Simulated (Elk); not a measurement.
## Magnetic state of Fe from several starts

A self-consistent run ends on one state, which hangs on the start. Several orders of Fe are started in Elk and their energies compared.

Program: Elk 11.2.3 (patched build). Level of theory: PBE; all-electron APW+lo, Dirac cores, scalar-relativistic bands. Results are calculated unless marked as measured.

Most raw output is cut from this account.

The database entry behind the starting cell differs from later determinations by our own check (an axis about 0.7 % long against later determinations), so it need not match the best structure at ambient conditions.

### 1. Set-up

Symmetry: Im-3m, No. 229, cubic system. Conventional cell: a = 2.886 Å, b = 2.886 Å, c = 2.886 Å, α = 90.00°, β = 90.00°, γ = 90.00°. Nearest to Fe lie 8 Fe at 2.50 Å.

### 2. Order 1, typed as ferro +

Parallel moments need no larger cell; this start tests for a ferromagnetic state only.

The last three numbers of an atom's line are a seed field in its sphere. It points against the wanted moment and shrinks by the factor reducebf each loop.

The input, elk.in:

```
tasks
  0

xctype
  20

reducebf
  0.5

epsengy
  1e-05

maxscl
  100

rgkmax
  7.0

nempty
  12

swidth
  0.003

lmaxi
  3

spinpol
  .true.

sppath
  './'

avec
  -2.72687479783 2.72687479783 2.72687479783
  2.72687479783 -2.72687479783 2.72687479783
  2.72687479783 2.72687479783 -2.72687479783

atoms
  1
  'Fe.in'
  1
  0.0000000000 0.0000000000 0.0000000000   0.000000 0.000000 -0.140000

ngridk
  12 12 12
```

Launch:

```
> OMP_NUM_THREADS=2 elk
```

The job ended after 62 s (2 threads of Arm Neoverse N1, shared host; peak memory 0.08 GiB; 2 min of CPU time).

This step gave:

- density of states at the Fermi level: 0.9318 states/eV/cell
- moment between the spheres: -0.04993 μB
- magnetization: 2.288 μB
- final state: ferromagnetic
- largest moment: 2.338 μB

After 18 cycles the largest moment stands at 2.34 μB.

### 3. Order 2, typed as antiferro q=(0,0,1/2) +-

An opposed order shows whether the pairs that it reverses prefer unlike signs.

This order needs a doubled cell of 2 atoms. Its mesh is chosen so that both cells sample the same points.

elk.in: that of step 2 with these lines changed.

```diff
@@ -36,3 +36,3 @@
   2.72687479783 -2.72687479783 2.72687479783
-  2.72687479783 2.72687479783 -2.72687479783
+  5.45374959567 5.45374959567 -5.45374959567
 
@@ -41,6 +41,7 @@
   'Fe.in'
-  1
+  2
   0.0000000000 0.0000000000 0.0000000000   0.000000 0.000000 -0.140000
+  0.0000000000 0.0000000000 0.5000000000   0.000000 0.000000 0.140000
 
 ngridk
-  12 12 12
+  12 12 6
```

Launch:

```
> OMP_NUM_THREADS=2 elk
```

Elapsed: 10 min, on 2 threads; peak memory 0.18 GiB; 21 min of CPU time.

Numbers from this step:

```
density of states at the Fermi level : 3.061 states/eV/cell
moment between the spheres           : 0 μB
magnetization                        : 0 μB
final state                          : antiferromagnetic
largest moment                       : 2.143 μB
```

It lies 210 meV a seeded atom over the first start, and its largest moment is 2.14 μB against 2.34 μB.

### 4. Order 3, typed as antiferro q=(1/2,1/2,1/2) +-

Another pattern of signs weighs the neighbour shells otherwise.

The cell is doubled to 2 atoms to hold this order. Its mesh is chosen so that both cells sample the same points.

The input, elk.in:

```
tasks
  0

xctype
  20

reducebf
  0.5

epsengy
  1e-05

maxscl
  100

rgkmax
  7.0

nempty
  12

swidth
  0.003

lmaxi
  3

spinpol
  .true.

sppath
  './'

avec
  -5.45374959567 5.45374959567 5.45374959567
  0.00000000000 0.00000000000 5.45374959567
  0.00000000000 5.45374959567 0.00000000000

atoms
  1
  'Fe.in'
  2
  0.0000000000 0.0000000000 0.0000000000   0.000000 0.000000 -0.140000
  0.5000000000 0.0000000000 0.0000000000   0.000000 0.000000 0.140000

ngridk
  6 12 12
```

Launch:

```
> OMP_NUM_THREADS=2 elk
```

It took 3.2 min on 2 threads; peak memory 0.16 GiB.

Spin moment in the muffin-tin sphere by atom:

```csv
atom,spin moment in the muffin-tin sphere (μB)
Fe1,1.84
Fe2,-1.84
```

This step gave:

- density of states at the Fermi level: 5.660 states/eV/cell
- moment between the spheres: 0 μB
- magnetization: 0 μB
- final state: antiferromagnetic

It lies 444 meV a seeded atom over the first start, and its largest moment is 1.84 μB against 2.34 μB.

### 5. Start 4: no spin polarisation

This run holds no moments, which gives a state to set the others against.

The input, elk.in:

```
tasks
  0

xctype
  20

epsengy
  1e-05

maxscl
  100

rgkmax
  7.0

nempty
  12

swidth
  0.003

lmaxi
  3

sppath
  './'

avec
  -2.72687479783 2.72687479783 2.72687479783
  2.72687479783 -2.72687479783 2.72687479783
  2.72687479783 2.72687479783 -2.72687479783

atoms
  1
  'Fe.in'
  1
  0.0000000000 0.0000000000 0.0000000000   0.000000 0.000000 0.000000

ngridk
  12 12 12
```

Launch:

```
> OMP_NUM_THREADS=2 elk
```

The job ended after 9.7 s (2 threads; peak memory 0.05 GiB).

This step gave:

| Item | Value |
| --- | --- |
| density of states at the Fermi level | 3.914 states/eV/cell |
| final state | non-magnetic (no spin polarisation) |

It lies 559 meV a seeded atom over the first start.

### 6. Another try

An input with a fault is tried, to see how the program answers.

elk.in: that of step 2 with these lines changed.

```diff
@@ -13,3 +13,3 @@
 maxscl
-  100
+  60
 
@@ -19,3 +19,3 @@
 nempty
-  12
+  0
```

Launch:

```
> OMP_NUM_THREADS=2 elk
```

Elapsed: 0.02 s, on 2 threads; peak memory 0.05 GiB.

The program refused the input before any cycle.

The fault put into the input: no empty states.

Spin-polarised states are built from the spinless ones, so without empty states the majority spin has nowhere to go; ten or more an atom are usual.

### 7. The states side by side

These are free energies at a smearing of 0.0816 eV, so its entropy term is in the differences. They are divided by the number of seeded atoms, so that cells of unlike size compare. Wavevectors q in the names are fractions of the reciprocal vectors of the first run's cell.

Orders:

```csv
start,final state,typed order kept,energy over the lowest (meV a seeded atom),largest sphere moment (μB),net moment (μB a primitive cell),DOS at the Fermi level (states/eV a primitive cell),mesh matched,CPU time (s)
ferro +,ferromagnetic,yes,0,2.338,2.288,0.9318,yes,120.6
"antiferro q=(0,0,1/2) +-",antiferromagnetic,yes,210.2,2.143,0,1.53,yes,1230
"antiferro q=(1/2,1/2,1/2) +-",antiferromagnetic,yes,444.3,1.843,0,2.83,yes,380
no spin polarisation,non-magnetic,-,558.7,0,0,3.914,yes,17.3
```

### 8. Orbital moments

Orbital moments arise only with spin–orbit coupling, and measured moments hold them.

The run goes on from the saved lowest state, with the moments along the z axis of the cell.

The input, elk.in:

```
tasks
  1
  15

xctype
  20

reducebf
  0.5

epsengy
  1e-05

maxscl
  100

rgkmax
  7.0

nempty
  12

swidth
  0.003

lmaxi
  3

spinpol
  .true.

spinorb
  .true.

cmagz
  .true.

sppath
  './'

avec
  -2.72687479783 2.72687479783 2.72687479783
  2.72687479783 -2.72687479783 2.72687479783
  2.72687479783 2.72687479783 -2.72687479783

atoms
  1
  'Fe.in'
  1
  0.0000000000 0.0000000000 0.0000000000   0.000000 0.000000 -0.000140

ngridk
  12 12 12
```

Launch:

```
> OMP_NUM_THREADS=2 elk
```

Run time: 2.8 min. Hardware: 2 threads; peak memory 0.1 GiB.

This step gave:

* density of states at the Fermi level: 0.9326 states/eV/cell
* moment between the spheres: -0.04988 μB
* magnetization: 2.285 μB
* final state: ferromagnetic
* largest moment: 2.335 μB

Orbital moment <L> in the sphere by atom:

```csv
atom,x (μB),y (μB),z (μB),size
Fe1,0.0000,0.0000,0.0475,0.0475
```

### 9. Outcome

```yaml
lowest_state_found: ferromagnetic (typed ferro +)
largest_site_moment: 2.34 μB
next_state: antiferromagnetic, 210 meV a seeded atom higher
energy_gained_by_spin_polarisation: 559 meV a seeded atom
with_spin_orbit_coupling_largest_spin_moment_and_its_orbital_moment: 2.34 and 0.0475 μB
```

**Reading.** The lowest state found is ferromagnetic, reached from the start ferro +, with moments up to 2.34 μB. The next state costs 210 meV a seeded atom. The orbital moment is almost quenched. This is the lowest of 4 finished starts, no proof of the ground state.

[Logs and program files are shortened in this print: banners, set-up blocks, solver, clock and traceback lines can be left out without a mark of their own.]

[Logs are printed without paths, hosts, clocks, repeated set-up lines and the standing remarks that a program may print on its own settings, such as how far it seeks lower states.]

[Hosts, paths, dates, database ids (printed as entryN), source tags and the programs' standing remarks are cut or masked in the printed files.]

[Where a cell is said to come from a database of computed structures, the database is the Materials Project.]
